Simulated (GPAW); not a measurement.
## A GW chain in GPAW: TiNCl (Pmmn)

Aim: the G0W0 gap of TiNCl (Pmmn) on LDA, step by step.

Main program and level: GPAW 26.7.0; LDA and many-body steps on it, plane waves.

Most raw output is cut from this account.

## (1) Starting point

It takes space group Pmmn (No. 59, orthorhombic). The conventional cell has a = 3.258 Å, b = 3.937 Å, c = 7.803 Å, α = 90.00°, β = 90.00°, γ = 90.00°. Nearest to Ti lie 4 N at 2.01 Å and 2 Cl at 2.42 Å. Nearest to N lie 4 Ti at 2.01 Å. Nearest to Cl lie 2 Ti at 2.42 Å. Farther neighbours and most contacts between anions are not listed.

The cell and positions come from the Crystallography Open Database and are kept as given unless a step says otherwise.

## (2) Ground state

This step: GPAW 26.7.0; DFT, LDA, plane waves, PAW.

The ground-state density comes first.

File run.py:

```python
import json
import numpy as np
from gpaw.mpi import world
from ase import Atoms
from gpaw import GPAW, PW, FermiDirac

atoms = Atoms(['Ti', 'Ti', 'N', 'N', 'Cl', 'Cl'],
    cell=[[3.2580000000, 0.0000000000, 0.0000000000],
      [0.0000000000, 3.9370000000, 0.0000000000],
      [0.0000000000, 0.0000000000, 7.8030000000]],
    scaled_positions=[[0.0000000000, 0.5000000000, 0.1000000000],
      [0.5000000000, 0.0000000000, 0.9000000000],
      [0.5000000000, 0.5000000000, 0.9500000000],
      [0.0000000000, 0.0000000000, 0.0500000000],
      [0.5000000000, 0.5000000000, 0.3300000000],
      [0.0000000000, 0.0000000000, 0.6700000000]],
    pbc=(True, True, True))
calc = GPAW(mode=PW(600),
    xc='LDA',
    kpts={'size': (8, 6, 4), 'gamma': True},
    occupations=FermiDirac(0.001),
    nbands=-9,
    convergence={'density': 1e-6, 'bands': -3},
    maxiter=100,
    txt='gs.txt')
atoms.calc = calc
res = {'energy': atoms.get_potential_energy()}
kpts = calc.get_ibz_k_points()
res['kpts'] = kpts
res['eigenvalues'] = [calc.get_eigenvalues(kpt=k) for k in range(len(kpts))]
res['n_electrons'] = calc.get_number_of_electrons()
calc.write('gs.gpw')

if world.rank == 0:
    with open('result.json', 'w') as f:
        json.dump(res, f, default=lambda x: x.tolist())
```

Run with:

```bash
> mpirun -n 4 gpaw python run.py
```

Wall time 44 s (4 MPI ranks of Arm Neoverse V1, shared host); peak memory 1 GiB; 2.9 min of CPU time.

This step gave:

* total energy: -47.29 eV
* gap: 0.5290 eV
* k of the valence top: 0, 0, 0.25
* k of the conduction bottom: 0, 0, 0
* least direct gap: 0.5291 eV

The gap is direct, at (0.000, 0.000, 0.250).

## (3) Bands along the symmetry lines

Levels along a band path, at the cheap level, show where the edges lie and whether the meshes to come will hold them.

File run.py:

```python
import json
import numpy as np
from gpaw.mpi import world
from gpaw import GPAW

path = [[0.000000, 0.000000, 0.000000],
    [0.062500, 0.000000, 0.000000],
    [0.125000, 0.000000, 0.000000],
    [0.187500, 0.000000, 0.000000],
    [0.250000, 0.000000, 0.000000],
    [0.312500, 0.000000, 0.000000],
    [0.375000, 0.000000, 0.000000],
    [0.437500, 0.000000, 0.000000],
    [0.500000, 0.000000, 0.000000],
    [0.500000, 0.062500, 0.000000],
    [0.500000, 0.125000, 0.000000],
    [0.500000, 0.187500, 0.000000],
    [0.500000, 0.250000, 0.000000],
    [0.500000, 0.312500, 0.000000],
    [0.500000, 0.375000, 0.000000],
    [0.500000, 0.437500, 0.000000],
    [0.500000, 0.500000, 0.000000],
    [0.437500, 0.500000, 0.000000],
    [0.375000, 0.500000, 0.000000],
    [0.312500, 0.500000, 0.000000],
    [0.250000, 0.500000, 0.000000],
    [0.187500, 0.500000, 0.000000],
    [0.125000, 0.500000, 0.000000],
    [0.062500, 0.500000, 0.000000],
    [0.000000, 0.500000, 0.000000],
    [0.000000, 0.437500, 0.000000],
    [0.000000, 0.375000, 0.000000],
    [0.000000, 0.312500, 0.000000],
    [0.000000, 0.250000, 0.000000],
    [0.000000, 0.187500, 0.000000],
    [0.000000, 0.125000, 0.000000],
    [0.000000, 0.062500, 0.000000],
    [0.000000, 0.000000, 0.000000],
    [0.000000, 0.000000, 0.062500],
    [0.000000, 0.000000, 0.125000],
    [0.000000, 0.000000, 0.187500],
    [0.000000, 0.000000, 0.250000],
    [0.000000, 0.000000, 0.312500],
    [0.000000, 0.000000, 0.375000],
    [0.000000, 0.000000, 0.437500],
    [0.000000, 0.000000, 0.500000],
    [0.062500, 0.000000, 0.500000],
    [0.125000, 0.000000, 0.500000],
    [0.187500, 0.000000, 0.500000],
    [0.250000, 0.000000, 0.500000],
    [0.312500, 0.000000, 0.500000],
    [0.375000, 0.000000, 0.500000],
    [0.437500, 0.000000, 0.500000],
    [0.500000, 0.000000, 0.500000],
    [0.500000, 0.062500, 0.500000],
    [0.500000, 0.125000, 0.500000],
    [0.500000, 0.187500, 0.500000],
    [0.500000, 0.250000, 0.500000],
    [0.500000, 0.312500, 0.500000],
    [0.500000, 0.375000, 0.500000],
    [0.500000, 0.437500, 0.500000],
    [0.500000, 0.500000, 0.500000],
    [0.437500, 0.500000, 0.500000],
    [0.375000, 0.500000, 0.500000],
    [0.312500, 0.500000, 0.500000],
    [0.250000, 0.500000, 0.500000],
    [0.187500, 0.500000, 0.500000],
    [0.125000, 0.500000, 0.500000],
    [0.062500, 0.500000, 0.500000],
    [0.000000, 0.500000, 0.500000],
    [0.000000, 0.437500, 0.500000],
    [0.000000, 0.375000, 0.500000],
    [0.000000, 0.312500, 0.500000],
    [0.000000, 0.250000, 0.500000],
    [0.000000, 0.187500, 0.500000],
    [0.000000, 0.125000, 0.500000],
    [0.000000, 0.062500, 0.500000],
    [0.000000, 0.000000, 0.500000],
    [0.500000, 0.000000, 0.000000],
    [0.500000, 0.000000, 0.062500],
    [0.500000, 0.000000, 0.125000],
    [0.500000, 0.000000, 0.187500],
    [0.500000, 0.000000, 0.250000],
    [0.500000, 0.000000, 0.312500],
    [0.500000, 0.000000, 0.375000],
    [0.500000, 0.000000, 0.437500],
    [0.500000, 0.000000, 0.500000],
    [0.000000, 0.500000, 0.000000],
    [0.000000, 0.500000, 0.062500],
    [0.000000, 0.500000, 0.125000],
    [0.000000, 0.500000, 0.187500],
    [0.000000, 0.500000, 0.250000],
    [0.000000, 0.500000, 0.312500],
    [0.000000, 0.500000, 0.375000],
    [0.000000, 0.500000, 0.437500],
    [0.000000, 0.500000, 0.500000],
    [0.500000, 0.500000, 0.000000],
    [0.500000, 0.500000, 0.062500],
    [0.500000, 0.500000, 0.125000],
    [0.500000, 0.500000, 0.187500],
    [0.500000, 0.500000, 0.250000],
    [0.500000, 0.500000, 0.312500],
    [0.500000, 0.500000, 0.375000],
    [0.500000, 0.500000, 0.437500],
    [0.500000, 0.500000, 0.500000]]
calc = GPAW('gs.gpw').fixed_density(kpts=path,
    symmetry='off',
    nbands=34,
    convergence={'bands': 30},
    txt='bands.txt')
res = {}
kpts = calc.get_ibz_k_points()
res['kpts'] = kpts
res['eigenvalues'] = [calc.get_eigenvalues(kpt=k) for k in range(len(kpts))]
res['n_electrons'] = calc.get_number_of_electrons()

if world.rank == 0:
    with open('result.json', 'w') as f:
        json.dump(res, f, default=lambda x: x.tolist())
```

Run with:

```bash
> mpirun -n 4 gpaw python run.py
```

Elapsed: 46 s, on 4 MPI ranks; peak memory 1.2 GiB; 3.1 min of CPU time.

This step gave:

```yaml
gap: 0.5286 eV
k_of_the_valence_top: 0, 0, 0.3125
k_of_the_conduction_bottom: 0, 0, 0
least_direct_gap: 0.5288 eV
```

The gap is 0.529 eV, as in the run before at this level.

Electronic bands along the path, in eV, zero at the top of the highest filled band:

```
    point  band 21  band 22  band 23  band 24  band 25  band 26  band 27  band 28
        Γ    -2.01    -1.75    -0.85     0.00     0.53     1.63     2.11     2.12
  halfway    -2.37    -1.67    -1.45    -1.38     1.71     2.00     2.03     2.21
        X    -1.79    -1.79    -1.25    -1.25     1.94     1.94     2.02     2.02
  halfway    -2.14    -2.14    -1.26    -1.26     1.57     1.57     1.97     1.97
        S    -2.39    -2.39    -2.25    -2.25     1.92     1.92     2.11     2.11
  halfway    -2.25    -2.25    -1.99    -1.99     1.55     1.55     2.10     2.10
        Y    -2.19    -2.19    -1.80    -1.80     1.36     1.36     2.24     2.24
  halfway    -1.96    -1.86    -1.57    -1.43     1.49     1.65     1.65     2.16
        Γ    -2.01    -1.75    -0.85     0.00     0.53     1.63     2.11     2.12
  halfway    -1.95    -1.93    -0.91     0.00     0.53     1.62     2.06     2.11
        Z    -2.26    -1.85    -0.97     0.00     0.53     1.62     2.01     2.10
  halfway    -2.09    -1.68    -1.48    -1.42     1.68     1.99     2.10     2.15
        U    -1.79    -1.79    -1.28    -1.28     1.90     1.90     2.00     2.00
  halfway    -2.12    -2.12    -1.22    -1.22     1.56     1.56     1.96     1.96
        R    -2.45    -2.45    -2.08    -2.08     1.95     1.95     2.07     2.07
  halfway    -2.61    -2.61    -1.75    -1.75     1.51     1.51     2.27     2.27
        T    -1.80    -1.80    -1.54    -1.54     1.35     1.35     2.23     2.23
  halfway    -1.85    -1.75    -1.52    -1.39     1.47     1.63     1.72     2.07
        Z    -2.26    -1.85    -0.97     0.00     0.53     1.62     2.01     2.10
jump to X    -1.79    -1.79    -1.25    -1.25     1.94     1.94     2.02     2.02
  halfway    -1.79    -1.79    -1.27    -1.27     1.92     1.92     2.01     2.01
        U    -1.79    -1.79    -1.28    -1.28     1.90     1.90     2.00     2.00
jump to Y    -2.19    -2.19    -1.80    -1.80     1.36     1.36     2.24     2.24
  halfway    -1.80    -1.80    -1.79    -1.79     1.35     1.35     2.23     2.23
        T    -1.80    -1.80    -1.54    -1.54     1.35     1.35     2.23     2.23
jump to S    -2.39    -2.39    -2.25    -2.25     1.92     1.92     2.11     2.11
```

## (4) Empty states on the mesh, 4×4×2 mesh, 237 bands

The sums over transitions need many empty states on a uniform mesh; this step solves for them.

File run.py:

```python
import json
import numpy as np
from gpaw.mpi import world
from gpaw import GPAW

calc = GPAW('gs.gpw').fixed_density(kpts={'size': (4, 4, 2), 'gamma': True},
    nbands=276,
    convergence={'bands': 237},
    txt='nscf.txt')
calc.write('full.gpw', mode='all')
res = {}
kpts = calc.get_ibz_k_points()
res['kpts'] = kpts
res['eigenvalues'] = [calc.get_eigenvalues(kpt=k) for k in range(len(kpts))]
res['n_electrons'] = calc.get_number_of_electrons()

if world.rank == 0:
    with open('result.json', 'w') as f:
        json.dump(res, f, default=lambda x: x.tolist())
```

Run with:

```bash
> mpirun -n 4 gpaw python run.py
```

Elapsed: 3.4 min, on 4 MPI ranks; peak memory 1.4 GiB.

Numbers from this step:

```yaml
gap: 0.5299 eV
k_of_the_valence_top: 0, 0, 0.5
k_of_the_conduction_bottom: 0, 0, 0
least_direct_gap: 0.5301 eV
k_points_computed: 18
lowest_point_of_the_top_converged_band_above_the_valence_top: 85.4616 eV
```

On this mesh the gap is 0.530 eV.

## (5) Screening and self-energy, 4×4×2 mesh, 227 bands, screening to 100 eV

G0W0 replaces the xc potential by the self-energy, built once from these orbitals. Only a window of levels is corrected, while the sums run over the empty bands that the input names.

This step: G0W0 on LDA, plane waves, PAW.

File run.py:

```python
import json
import numpy as np
from gpaw.mpi import world
from gpaw.response.g0w0 import G0W0

gw = G0W0('full.gpw',
    filename='gw',
    kpts=[0, 1],
    bands=(22, 26),
    ecut=100,
    nbands=227,
    integrate_gamma='WS',
    ppa=True)
gw.calculate()
res = {mode: {k: v for k, v in r.items() if k != 'sigma_eskwn'}
       for mode, r in gw.all_results.items()}

if world.rank == 0:
    with open('result.json', 'w') as f:
        json.dump(res, f, default=lambda x: x.tolist())
```

Run with:

```bash
> mpirun -n 4 gpaw python run.py
```

It took 3.6 min on 4 MPI ranks; peak memory 2 GiB; 15 min of CPU time.

Numbers from this step:

```yaml
g0w0_gap_on_the_points_computed: 1.680 eV
least_direct_g0w0_gap_on_the_computed_points: 1.680 eV
z_at_the_valence_top: 0.7565
z_at_the_conduction_bottom: 0.7557
starting_gap_on_the_mesh: 0.5299 eV
k_of_the_valence_top: 0, 0, 0.5
k_of_the_conduction_bottom: 0, 0, 0
```

The gap on the mesh goes from 0.53 eV to 1.68 eV, a correction of +1.15 eV.

Limits: finite bands, cutoff and mesh; coarse k mesh. v1 is the top filled band, c1 the lowest empty one. Levels before and after the correction, in eV, zero at the valence-band top of each column:

```
           conduction bottom  valence top
Kohn-Sham               0.53         0.00
     G0W0               1.68         0.00
```

```
                  level  energy (eV)
Kohn-Sham          Γ v2       -0.854
Kohn-Sham          Γ v1       -0.003
Kohn-Sham          Γ c1        0.530
Kohn-Sham          Γ c2        1.629
Kohn-Sham  (0 0 0.5) v2       -0.973
Kohn-Sham  (0 0 0.5) v1        0.000
Kohn-Sham  (0 0 0.5) c1        0.530
Kohn-Sham  (0 0 0.5) c2        1.618
     G0W0          Γ v2       -1.354
     G0W0          Γ v1       -0.004
     G0W0          Γ c1        1.680
     G0W0          Γ c2        2.878
     G0W0  (0 0 0.5) v2       -1.447
     G0W0  (0 0 0.5) v1        0.000
     G0W0  (0 0 0.5) c1        1.680
     G0W0  (0 0 0.5) c2        2.859
```

## (6) Where the time went

Times are wall times on 4 MPI ranks of Arm Neoverse V1, shared host, good to a factor of about two.

```
                          step     time  share  memory (GiB)
                  ground state     44 s    9 %           1.0
bands along the symmetry lines     46 s    9 %           1.2
      empty states on the mesh  3.4 min   40 %           1.4
     screening and self-energy  3.6 min   43 %           2.0
```

## (7) Outcome

- LDA gap: 0.53 eV, direct
- G0W0 gap on the mesh: 1.68 eV
- GW settings: 4×4×2 mesh, 227 bands, screening to 100 eV, Godby-Needs plasmon pole
- known limits: not at the basis limit; coarse k mesh

**Reading.** G0W0 moves the gap on the mesh from 0.53 eV to 1.68 eV (+1.15 eV), with Z of 0.76 and 0.76 at the edges. Only 2 of the mesh's irreducible points were corrected, so a valley elsewhere could overtake. Bands and cutoff are finite, so the gap is not at the basis limit. The miss can reach some tenths of an eV and take either sign; the mesh is an error of its own. These stock PAW sets were not made for GW. In the G0W0 run levels were corrected at 2 k points alone, so a gap called «on the mesh» is the least over those, and an edge elsewhere would be missed. The 4×4×2 mesh is coarse for this cell, which bears on the long-range parts of exchange and screening.

[Paths, hosts, dates, memory and timing lines, banners, echoed tables and standing remarks are left out of the program output.]

[Logs are printed without paths, hosts, clocks, repeated set-up lines and the standing remarks that a program may print on its own settings, such as how far it seeks lower states.]

[Runs of the session that timed out or met a known fault of the program may be left out.]

[Hosts, paths, dates, database ids (printed as entryN), source tags and the programs' standing remarks are cut or masked in the printed files.]
